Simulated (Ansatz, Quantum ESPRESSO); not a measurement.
# Conductance against width: vacuum gaps between two Li(110) faces, part 3 of 5

Aim: how the conductance falls as the barrier grows, for vacuum gaps between two Li(110) faces.

Quantum ESPRESSO 7.5; plane-wave DFT, LDA, GBRV ultrasoft pseudopotentials; cross-check by Ansatz 0.2.0 with PAW datasets.

So far. Step 2 (SCF with pw.x, 5 Å): The run needed 23 iterations to bring the estimated error under 1e-07 Ry; the largest force on any atom, held or free, is 0.08 eV/Å.

**4. Cross-check with Ansatz, 5 Å**

A second code with its own PAW datasets, on the same atoms.

Level of this step: plane-wave DFT, LDA, Ansatz PAW (Ansatz 0.2.0).

input.yaml

```yaml
crystal:
  lattice:
    - [3.44, 0.0, 0.0]
    - [1.72, 2.4324473273, 0.0]
    - [0.0, 0.0, 31.7569206001]
  atoms:
    - { symbol: Li, position: [0.0, 0.0, 0.0] }
    - { symbol: Li, position: [0.5, 0.0, 0.0765958185] }
    - { symbol: Li, position: [0.0, 0.0, 0.1531916371] }
    - { symbol: Li, position: [0.5, 0.0, 0.2297874556] }
    - { symbol: Li, position: [0.0, 0.0, 0.3063832741] }
    - { symbol: Li, position: [0.5, 0.0, 0.3829790926] }
    - { symbol: Li, position: [0.0, 0.0, 0.5404250888] }
    - { symbol: Li, position: [0.5, 0.0, 0.6170209074] }
    - { symbol: Li, position: [0.0, 0.0, 0.6936167259] }
    - { symbol: Li, position: [0.5, 0.0, 0.7702125444] }
    - { symbol: Li, position: [0.0, 0.0, 0.8468083629] }
    - { symbol: Li, position: [0.5, 0.0, 0.9234041815] }
kpoints:
  mp_grid: { grid: [8, 10, 1] }
hamiltonian:
  xc: lda
scf:
  occupations: { method: fermi_dirac, width: 0.1 }
  convergence: { dr2_threshold: 1.0e-08 }
output:
  transmission: { leads: [[0, 2]], e_range: [-0.4, 0.4], de: 0.4, kmesh: [8, 8] }
  write_potential: true
  write_density: true
  volumetric_format: npy
  elf: true
```

Started as:

```console
ansatz run input.yaml --threads 2 --pin off --max-ram 4096MiB --backend cpu --events-out ev --progress --plain --runs-dir out
```

Output:

```text
Warning: crystal.symmetry: narrowed to the stabiliser of the k-point mesh — unitary ops 8 → 4; excluded 4 operations that carry a point of the 8×10×1 mesh (shift [0, 0, 0]) off the mesh (the run samples exactly the mesh kpoints.mp_grid names, as under crystal.symmetry.detect: false, and its converged state has the mesh's symmetry, not the crystal's; ε∞, the Born charges and the force constants of a linear response (`dielectric:` by the response, `phonons.method: dfpt`) are averaged over those of the crystal's operations that the state keeps within a tolerance, where `mesh_tensors`, `unaveraged_element` or `gamma_mean_max_change_ev_ang2` stands beside them; [rest of the remark cut]
Engine: ansatz 0.2.0, aarch64-unknown-linux-gnu
Pseudopotentials: kind: paw
Pseudopotential: Li, paw, valence charge 3, recommended cutoff 420 eV (normal), Li.paw.azcp
Functional definition: SPW92
  exchange = slater_x
  correlation = pw_c
Crystal: 12 atoms, lattice volume = 265.730 Å³
Basis set: ecut = 420 eV, 5111 PW (Γ)
Bands: 30, of which v1, the nominal top of the filled ones, is band 18 counted from 1 (17 counted from 0)
Symmetry: 4 space group operations
k-points: 42 of 80
Non-local potential: Li, projectors of the file, l = 0: 3, l = 1: 2, l = 2: 1
PAW form: soft (Blöchl's): semilocal exchange-correlation on the pseudo side does not see the compensation charge
PAW one-centre angular grid: Li, 110 points (default); XC on 64 Gauss nodes
Initial density: superposition of atomic densities (neutral atoms: chi_scale 0, normalization atom), corrected by the library's trained network
Initial wavefunctions: pseudopotential atomic-orbital guess
Functional: x = slater, c = lda
SCF iter   1: F=—  HF=-2419.325818 eV  |F-HF|=—  |Δ(HF+E_count)|=         —  Δρ=4.35e-3  dr2=5.55e-2  ethr=1.77e-3  ⟨swp⟩=9.8  Hψ=7195  notcnv=0  defer=13
preconditioner: auto → LDOS  [metal: Δε(μ)=0.029 eV  Ē_g=3.888 eV  σ=0.100 eV  W_gap=0.07  n_scr=18 (ndim 8)  ℏωp=7.9 eV  f_vac=0.024  D(μ)=5.88/eV (n_scr^D=20)  β→1.0]
SCF iter   2: F=—  HF=-2419.272783 eV  |F-HF|=—  |Δ(HF+E_count)|=   5.30e-2  Δρ=1.07e-3  dr2=3.59e-3  ethr=1.54e-4  ⟨swp⟩=2.0  Hψ=2757  notcnv=0  defer=52
preconditioner: auto → Kerker (q_TF=auto, 1.955 Å⁻¹)  [metal: Δε(μ)=0.039 eV  Ē_g=3.894 eV  σ=0.100 eV  W_gap=0.10  n_scr=18 (ndim 8)  ℏωp=7.9 eV  f_vac=0.000  D(μ)=5.84/eV (n_scr^D=20)  β→0.5]
SCF iter   3: F=—  HF=-2419.270043 eV  |F-HF|=—  |Δ(HF+E_count)|=   2.74e-3  Δρ=3.88e-4  dr2=4.52e-3  ethr=9.96e-6  ⟨swp⟩=2.0  Hψ=1710  notcnv=0  defer=52
SCF iter   4: F=—  HF=-2419.269937 eV  |F-HF|=—  |Δ(HF+E_count)|=   1.06e-4  Δρ=2.44e-4  dr2=3.01e-3  ethr=9.96e-6  ⟨swp⟩=1.0  Hψ=1206  notcnv=0  defer=52
SCF iter   5: F=—  HF=-2419.269821 eV  |F-HF|=—  |Δ(HF+E_count)|=   1.16e-4  Δρ=2.98e-5  dr2=2.99e-5  ethr=8.37e-6  ⟨swp⟩=1.0  Hψ=1206  notcnv=0  defer=52
SCF iter   6: F=—  HF=-2419.269826 eV  |F-HF|=—  |Δ(HF+E_count)|=   4.55e-6  Δρ=9.59e-6  dr2=5.76e-7  ethr=8.29e-8  ⟨swp⟩=1.8  Hψ=1275  notcnv=0  defer=52
SCF iter   7: F=—  HF=-2419.269828 eV  |F-HF|=—  |Δ(HF+E_count)|=   2.80e-6  Δρ=2.05e-6  dr2=2.36e-8  ethr=1.60e-9  ⟨swp⟩=2.0  Hψ=1411  notcnv=0  defer=52
SCF iter   8: F=-2419.269828 eV  HF=-2419.269828 eV  |F-HF|=4.56e-9  |Δ(HF+E_count)|=   1.13e-8  Δρ=4.98e-7  dr2=6.23e-9  ethr=2.78e-11  ⟨swp⟩=9.1  Hψ=3747  notcnv=0
SCF 1 converged in 8 iterations: F = -2419.269828 eV  dr2 = 6.23e-9
  greatest PAW one-centre occupation: 1.000 electrons in one spin orbital (limit 2), on the Li atom at site 9 (counted from 0), in its partial waves of l = 0
transmission: 136 of 1360 steps passed
transmission: 272 of 1360 steps passed
[...]
transmission: 1360 of 1360 steps passed
SCF converged after 8 iterations
Free energy (F): -2419.269828 eV
Harris-Foulkes:  -2419.269828 eV  (|F-HF|=4.56e-9)
Internal energy: -2419.076593 eV  (E = F + TS)
E sigma→0 (E₀):  -2419.173211 eV
Entropy (-TS):   -0.193235 eV (-16.103 meV/atom)
Fermi energy:    0.624657 eV
--- Per-component energies (eV) ---
  E_band       = -1090.171565
  E_kinetic    = 252.911169
  E_local      = -2093.868511  (includes V_loc(G=0)·N_el)
  E_nonlocal   = -397.178573
  E_hartree    = 718.196529
  E_xc         = -117.140226
  E_vxc        = -152.641900  (∫ρ·V_xc dr)
  E_paw        = -221.528929  (= ΣΔE_a)
  E_vpaw       = -135.784941  (= ΣTr[D̂ρ^β])
  E_aug_tail   = 0.000091  (compensation charges beyond the density's cutoff)
  E_ewald      = -560.468142
  E_smearing   = -0.193235  (= −TS)
  E_closure    = -0.000000  (closes the sum)
  Σ components = -2419.269828   (vs F -2419.269828, Δ=0.00e0)
--- Band table (eV; the first three rows and the last of 42) ---
  k-point 0: bands = [... 14 lower, -2.6537, -2.4369, -2.2190, -1.8500, -1.5593, -1.0153, -0.7309, 0.0151, ... 8 higher]
  k-point 1: bands = [... 14 lower, -2.4660, -2.2483, -2.0281, -1.6579, -1.3625, -0.8170, -0.5224, 0.2270, ... 8 higher]
  k-point 2: bands = [... 14 lower, -1.9022, -1.6820, -1.4548, -1.0814, -0.7726, -0.2233, 0.0996, 0.8564, ... 8 higher]
  k-point 41: bands = [... 14 lower, 0.6374, 0.6374, 0.6912, 0.6912, 0.7595, 0.7595, 0.8155, 0.8155, ... 8 higher]
--- Transmission ---
  basis      : 69 plane waves across, 40 finite elements along
  points     : 34, standing for a mesh of 8 x 8
  energies   : 3 from -0.400000 to 0.400000 eV about the Fermi level, 0.400000 eV apart; the leads are filled to 0.000000 eV, and channels, transmission and decay are at 0.000000 eV
  crystal 0  : Li2, at the sites [0, 2], period 4.8649 Å, over 29.19 Å; its Hamiltonian steps by up to 6.7 meV
    offset         : up to 0.0000 Å between an atom of the period and one for which it stands
    channels       : 9.218750e-1 a spin
    conductance    : none, the energies end too early or step too widely for 300 K: set another output.transmission.e_range or a lower de, or, where they end at an eighth of basis.ecutwfc, a higher one
    slowest decay  : 0.2401 /Å at (0.0000, 0.5000)
  junction   : crystal 0 to crystal 0, -0.52 to 26.37 Å
    transmission   : 2.322171e-1 a spin
    conductance    : none, the energies end too early or step too widely for 300 K: set another output.transmission.e_range or a lower de, or, where they end at an eighth of basis.ecutwfc, a higher one
```

Wall time 53 s (2 threads of Arm Neoverse N1, shared host); peak memory 0.56 GiB; 1.7 min of CPU time.

Numbers from this step:

* free energy: -2419.2698 eV
* energy at zero smearing: -2419.1732 eV
* smearing term TS: 0.1932 eV
* Fermi energy: 0.6247 eV
* symmetry operations: 4
* transmission at the Fermi level, one spin: 0.2322
* step of the lead's Hamiltonian over a period: 6.7 meV

Per spin; mean over the k mesh across the current. Transmission, zone mean against energy, zero at the Fermi level:

| energy (eV) | transmission, zone mean |
| --- | --- |
| -0.400 | 0.166 |
| 0.000 | 0.232 |
| 0.400 | 0.250 |

Per spin; mean over the k mesh across the current. The open channels, zone mean by energy, zero at the Fermi level:

| energy (eV) | open channels, zone mean |
| --- | --- |
| -0.400 | 0.672 |
| 0.000 | 0.922 |
| 0.400 | 0.922 |

ELF in the ca plane at fractional y = 0.000, with atoms of Li within 0.2 Å of it. It is the smooth field of the valence electrons, not physical close to the nuclei.

Ten even steps from '0' (0.18 × 1e-1) to '9' (9.88 × 1e-1), each cell a mean:
```
65205970157776653211110029920355556520696025
35410100354212343211122000102442113530010035
02542113430010012111123321135410100254112342
10465555410795001111134667776304981146555641
30466555411997001111135677776305992046666640
01454334420362001111134554566401540155434541
13420001442000122211123100013420001442000244
55302630256545543211121005500454335520262025
65207981157777654211110049940355566510897015
```
Columns run along c (16.0 Å, from fractional 0.25 to 0.75 of the cell), rows up along a (3.4 Å). Atoms in or near the plane, at fractional coordinates: Li at (0.31, 0.00), Li at (0.38, 0.50), Li at (0.54, 0.00), Li at (0.62, 0.50), Li at (0.69, 0.00).

Valence density in the ca plane at fractional y = 0.000, with atoms of Li within 0.2 Å of it. It is the smooth field of the valence electrons, not physical close to the nuclei.

Ten steps, logarithmic in the rise over the least value, from '0' (0.0 e/Å³) to '9' (7.5 e/Å³), each cell a mean:
```
11116872111100000000000048841100001111686211
01111321111100000000000002211100000111131101
11100000111221000000000000111111221111010000
31110000112786100000000000111115873111100101
41110000112897100000000000111116984111111101
11110000111563000000000000111113651111000001
11111110111110000000000001111101111111111000
11113641111100000000000025621100000111464101
11127983111100000000000059951100001112897211
```
Columns run along c (16.0 Å, from fractional 0.25 to 0.75 of the cell), rows up along a (3.4 Å). Atoms in or near the plane, at fractional coordinates: Li at (0.31, 0.00), Li at (0.38, 0.50), Li at (0.54, 0.00), Li at (0.62, 0.50), Li at (0.69, 0.00).

Ansatz finds T = 0.232 against pwcond's 0.259.

**5. Ground state, 6 Å**

Level of this step: plane-wave DFT, LDA, GBRV ultrasoft pseudopotentials (Quantum ESPRESSO 7.5).

j1.scf.in

```
&control
  prefix = 'j1.scf'
  outdir = './out'
  pseudo_dir = './pseudo'
  calculation = 'scf'
  tprnfor = .true.
/
&system
  ibrav = 0
  nat = 12
  ntyp = 1
  ecutwfc = 40
  ecutrho = 200
  occupations = 'smearing'
  smearing = 'mv'
  degauss = 0.01
/
&electrons
  conv_thr = 1e-07
  mixing_beta = 0.25
  electron_maxstep = 120
  mixing_mode = 'local-TF'
/
ATOMIC_SPECIES
  Li  6.9400  li_lda_v1.4.uspp.F.UPF
CELL_PARAMETERS angstrom
  3.44000000000000 0.00000000000000 0.00000000000000
  1.72000000000000 2.43244732728172 0.00000000000000
  0.00000000000000 0.00000000000000 32.75692060009896
ATOMIC_POSITIONS crystal
  Li  0.000000000000 0.000000000000 0.000000000000
  Li  0.500000000000 0.000000000000 0.074257509031
  Li  0.000000000000 0.000000000000 0.148515018062
  Li  0.500000000000 0.000000000000 0.222772527092
  Li  0.000000000000 0.000000000000 0.297030036123
  Li  0.500000000000 0.000000000000 0.371287545154
  Li  0.000000000000 0.000000000000 0.554454945815
  Li  0.500000000000 0.000000000000 0.628712454846
  Li  0.000000000000 0.000000000000 0.702969963877
  Li  0.500000000000 0.000000000000 0.777227472908
  Li  0.000000000000 0.000000000000 0.851484981938
  Li  0.500000000000 0.000000000000 0.925742490969
K_POINTS automatic
  8 10 1 0 0 0
```

Started as:

```console
OMP_NUM_THREADS=1 mpirun -n 2 pw.x -nk 2 -in j1.scf.in > j1.scf.out
```

Output:

```text
[banner, memory and clock lines left out]
Program PWSCF v.7.5 starts
[...]
number of electrons       =        36.00
     number of Kohn-Sham states=           22
     kinetic-energy cutoff     =      40.0000  Ry
     charge density cutoff     =     200.0000  Ry
[...]
number of k points=    39  Marzari-Vanderbilt smearing, width (Ry)=  0.0100
[...]
Dense  grid:    88437 G-vectors     FFT dimensions: (  30,  25, 288)
[...]
Starting wfcs are   60 randomized atomic wfcs
     estimated scf accuracy    <       2.42487798 Ry
     estimated scf accuracy    <       1.63008983 Ry
     estimated scf accuracy    <       0.08984721 Ry
     estimated scf accuracy    <       0.59827636 Ry
     estimated scf accuracy    <       0.77903043 Ry
     estimated scf accuracy    <       0.41052637 Ry
     estimated scf accuracy    <       0.21731138 Ry
     estimated scf accuracy    <       0.17240222 Ry
     estimated scf accuracy    <       0.01010492 Ry
     estimated scf accuracy    <       0.02978114 Ry
     estimated scf accuracy    <       0.02049832 Ry
     estimated scf accuracy    <       0.02362936 Ry
     estimated scf accuracy    <       0.00900994 Ry
     estimated scf accuracy    <       0.00111434 Ry
     estimated scf accuracy    <       0.00395309 Ry
     estimated scf accuracy    <       0.00316013 Ry
     estimated scf accuracy    <       0.00413153 Ry
     estimated scf accuracy    <       0.00530014 Ry
     estimated scf accuracy    <       0.00146733 Ry
     estimated scf accuracy    <       0.00197217 Ry
     estimated scf accuracy    <       0.00211337 Ry
     estimated scf accuracy    <       0.00046077 Ry
     estimated scf accuracy    <       0.00058532 Ry
     estimated scf accuracy    <       0.00021066 Ry
     estimated scf accuracy    <       0.00004884 Ry
     estimated scf accuracy    <       0.00003133 Ry
     estimated scf accuracy    <       0.00008754 Ry
     estimated scf accuracy    <       0.00003225 Ry
     estimated scf accuracy    <       0.00017533 Ry
     estimated scf accuracy    <       0.00002511 Ry
     estimated scf accuracy    <       0.00001830 Ry
     estimated scf accuracy    <       0.00000023 Ry
     estimated scf accuracy    <       0.00000092 Ry
     estimated scf accuracy    <       0.00000341 Ry
[...]
the Fermi energy is     0.5061 ev
!    total energy              =    -171.49369996 Ry
     estimated scf accuracy    <       0.00000006 Ry
     smearing contrib. (-TS)   =      -0.00036011 Ry
     internal energy E=F+TS    =    -171.49333985 Ry
[...]
one-electron contribution =    -185.87477391 Ry
     hartree contribution      =      77.59619057 Ry
     xc contribution           =     -38.04054768 Ry
     ewald contribution        =     -25.17420882 Ry
     convergence has been achieved in  35 iterations
[...]
Total force =     0.008585     Total SCF correction =     0.000364
[...]
```

It took 7.2 min on 2 MPI ranks; peak memory 0.38 GiB.

Numbers from this step:

- free energy: -2333.2907 eV
- Fermi energy: 0.5061 eV

**6. The open system, 6 Å**

j1.cond.in

```
&inputcond
  outdir = './out'
  prefixt = 'j1.scf'
  tran_file = 'j1.cond.dat'
  bdl = 1.4142135610
  bds = 9.5223606395
  ikind = 1
  ewind = 4.0
  epsproj = 1e-05
  nz1 = 7
  energy0 = 0.4
  denergy = -0.4
/
21
  0.00000000 0.00000000 0.01562500
  0.00000000 0.12500000 0.03125000
  0.00000000 0.25000000 0.03125000
  0.00000000 0.37500000 0.03125000
  0.00000000 0.50000000 0.01562500
  0.12500000 0.00000000 0.06250000
  0.12500000 0.25000000 0.06250000
  0.12500000 0.37500000 0.06250000
  0.12500000 0.50000000 0.06250000
  0.25000000 0.00000000 0.06250000
  0.25000000 0.12500000 0.03125000
  0.25000000 0.37500000 0.06250000
  0.25000000 0.50000000 0.06250000
  0.25000000 0.62500000 0.03125000
  0.37500000 0.00000000 0.06250000
  0.37500000 0.12500000 0.06250000
  0.37500000 0.50000000 0.06250000
  0.37500000 0.62500000 0.06250000
  0.50000000 0.00000000 0.03125000
  0.50000000 0.12500000 0.06250000
  0.50000000 0.25000000 0.03125000
3
```

Started as:

```console
OMP_NUM_THREADS=1 mpirun -n 2 pwcond.x -in j1.cond.in > j1.cond.out
```

Output:

```text
[banner, memory and clock lines left out]
Program PWCOND v.7.5 starts

     ./out/j1.scf.save/

     IMPORTANT: XC functional enforced from input :
     Exchange-correlation= PZ
                           (   1   1   0   0   0   0   0)
     Any further DFT definition will be discarded
     Please, verify this is what you really want

     Reading collected, re-writing distributed wavefunctions

===== INPUT FILE containing all the regions =====

     GEOMETRY:

     lattice parameter (alat)  =       6.5007  a.u.
     the volume                =    1849.7011 (a.u.)^3
[...]
---  E-Ef =   -0.4000000  k =    0.5000000   0.2500000
---  ie =          3  ik =         21
 Nchannels of the left tip =            1
 Right moving states:
   k1(2pi/a)   k2(2pi/a)   E-Ef (eV)
   0.4221897   0.0000062  -0.4000000
 Left moving states:
   k1(2pi/a)   k2(2pi/a)   E-Ef (eV)
  -0.4221897   0.0000062  -0.4000000

 to transmit
 Band j to band i transmissions and reflections:
    j         i     |T_ij|^2    |R_ij|^2

    1 -->     1     0.00554     0.99446
   Total T_j, R_j =    0.00554  0.99446

E-Ef(ev), T(x2 spins) =   -0.4000000   0.0110808
   T_tot     0.40000      0.30821E+00
   T_tot     0.00000      0.27260E+00
   T_tot    -0.40000      0.14795E+00
```

Elapsed: 74 s, on 2 MPI ranks; peak memory 0.12 GiB.

This step gave:

- transmission at the Fermi level, one spin: 0.1363
- conductance: 0.1363 G₀

Per spin; mean over the k mesh across the current. Transmission, zone mean against energy, zero at the Fermi level:

| energy (eV) | transmission, zone mean |
| --- | --- |
| -0.400 | 0.0740 |
| 0.000 | 0.136 |
| 0.400 | 0.154 |

T goes from 0.259 to 0.136, a factor of 1.9.

**7. The same in Ansatz, 6 Å**

Level of this step: plane-wave DFT, LDA, Ansatz PAW (Ansatz 0.2.0).

input.yaml

```yaml
crystal:
  lattice:
    - [3.44, 0.0, 0.0]
    - [1.72, 2.4324473273, 0.0]
    - [0.0, 0.0, 32.7569206001]
  atoms:
    - { symbol: Li, position: [0.0, 0.0, 0.0] }
    - { symbol: Li, position: [0.5, 0.0, 0.074257509] }
    - { symbol: Li, position: [0.0, 0.0, 0.1485150181] }
    - { symbol: Li, position: [0.5, 0.0, 0.2227725271] }
    - { symbol: Li, position: [0.0, 0.0, 0.2970300361] }
    - { symbol: Li, position: [0.5, 0.0, 0.3712875452] }
    - { symbol: Li, position: [0.0, 0.0, 0.5544549458] }
    - { symbol: Li, position: [0.5, 0.0, 0.6287124548] }
    - { symbol: Li, position: [0.0, 0.0, 0.7029699639] }
    - { symbol: Li, position: [0.5, 0.0, 0.7772274729] }
    - { symbol: Li, position: [0.0, 0.0, 0.8514849819] }
    - { symbol: Li, position: [0.5, 0.0, 0.925742491] }
kpoints:
  mp_grid: { grid: [8, 10, 1] }
hamiltonian:
  xc: lda
scf:
  occupations: { method: fermi_dirac, width: 0.1 }
  convergence: { dr2_threshold: 1.0e-08 }
output:
  transmission: { leads: [[0, 2]], e_range: [-0.4, 0.4], de: 0.4, kmesh: [8, 8] }
  write_potential: true
  write_density: true
  volumetric_format: npy
```

Started as:

```console
ansatz run input.yaml --threads 2 --pin off --max-ram 4096MiB --backend cpu --events-out ev --progress --plain --runs-dir out
```

Output:

```text
[...]
Crystal: 12 atoms, lattice volume = 274.097 Å³
Basis set: ecut = 420 eV, 5277 PW (Γ)
Bands: 30, of which v1, the nominal top of the filled ones, is band 18 counted from 1 (17 counted from 0)
Symmetry: 4 space group operations
k-points: 42 of 80
[...]
k-point 41: bands = [... 14 lower, 0.5251, 0.5251, 0.5793, 0.5793, 0.6470, 0.6470, 0.7062, 0.7062, ... 8 higher]
--- Transmission ---
  basis      : 69 plane waves across, 41 finite elements along
  points     : 34, standing for a mesh of 8 x 8
[...]
channels       : 9.218750e-1 a spin
[...]
slowest decay  : 0.2416 /Å at (0.0000, 0.5000)
  junction   : crystal 0 to crystal 0, -0.52 to 27.37 Å
    transmission   : 1.104826e-1 a spin
[...]
[key lines of the parts left out:]
SCF converged after 7 iterations
Free energy (F): -2419.209850 eV
Fermi energy:    0.513830 eV
```

The job ended after 57 s (2 threads; peak memory 0.6 GiB; 1.8 min of CPU time).

Numbers from this step:

* free energy: -2419.2099 eV
* energy at zero smearing: -2419.1140 eV
* smearing term TS: 0.1918 eV
* Fermi energy: 0.5138 eV
* transmission at the Fermi level, one spin: 0.1105
* step of the lead's Hamiltonian over a period: 5.6 meV

Per spin; mean over the k mesh across the current. The transmission, zone mean by energy, zero at the Fermi level:

| energy (eV) | transmission, zone mean |
| --- | --- |
| -0.400 | 0.0533 |
| 0.000 | 0.110 |
| 0.400 | 0.150 |

Ansatz finds T = 0.110 against pwcond's 0.136.

(Continued in part 4 of 5.)

[Long decimals in the printed logs are rounded to 6 places.]

[Repeated lines of the later SCF iterations (solver, time, negative density, dipole) and banner, clock, host and MPI lines are left out of these logs without a mark at each place.]

[Logs are printed without paths, hosts, clocks, repeated set-up lines and the standing remarks that a program may print on its own settings, such as how far it seeks lower states.]

[Hosts, paths, dates, database ids (printed as entryN), source tags and the programs' standing remarks are cut or masked in the printed files.]

[Maps of the electrostatic potential energy from Ansatz leave out the sawtooth potential of an applied field or a dipole correction, so their vacuum need not be flat; planar profiles and work functions include it.]
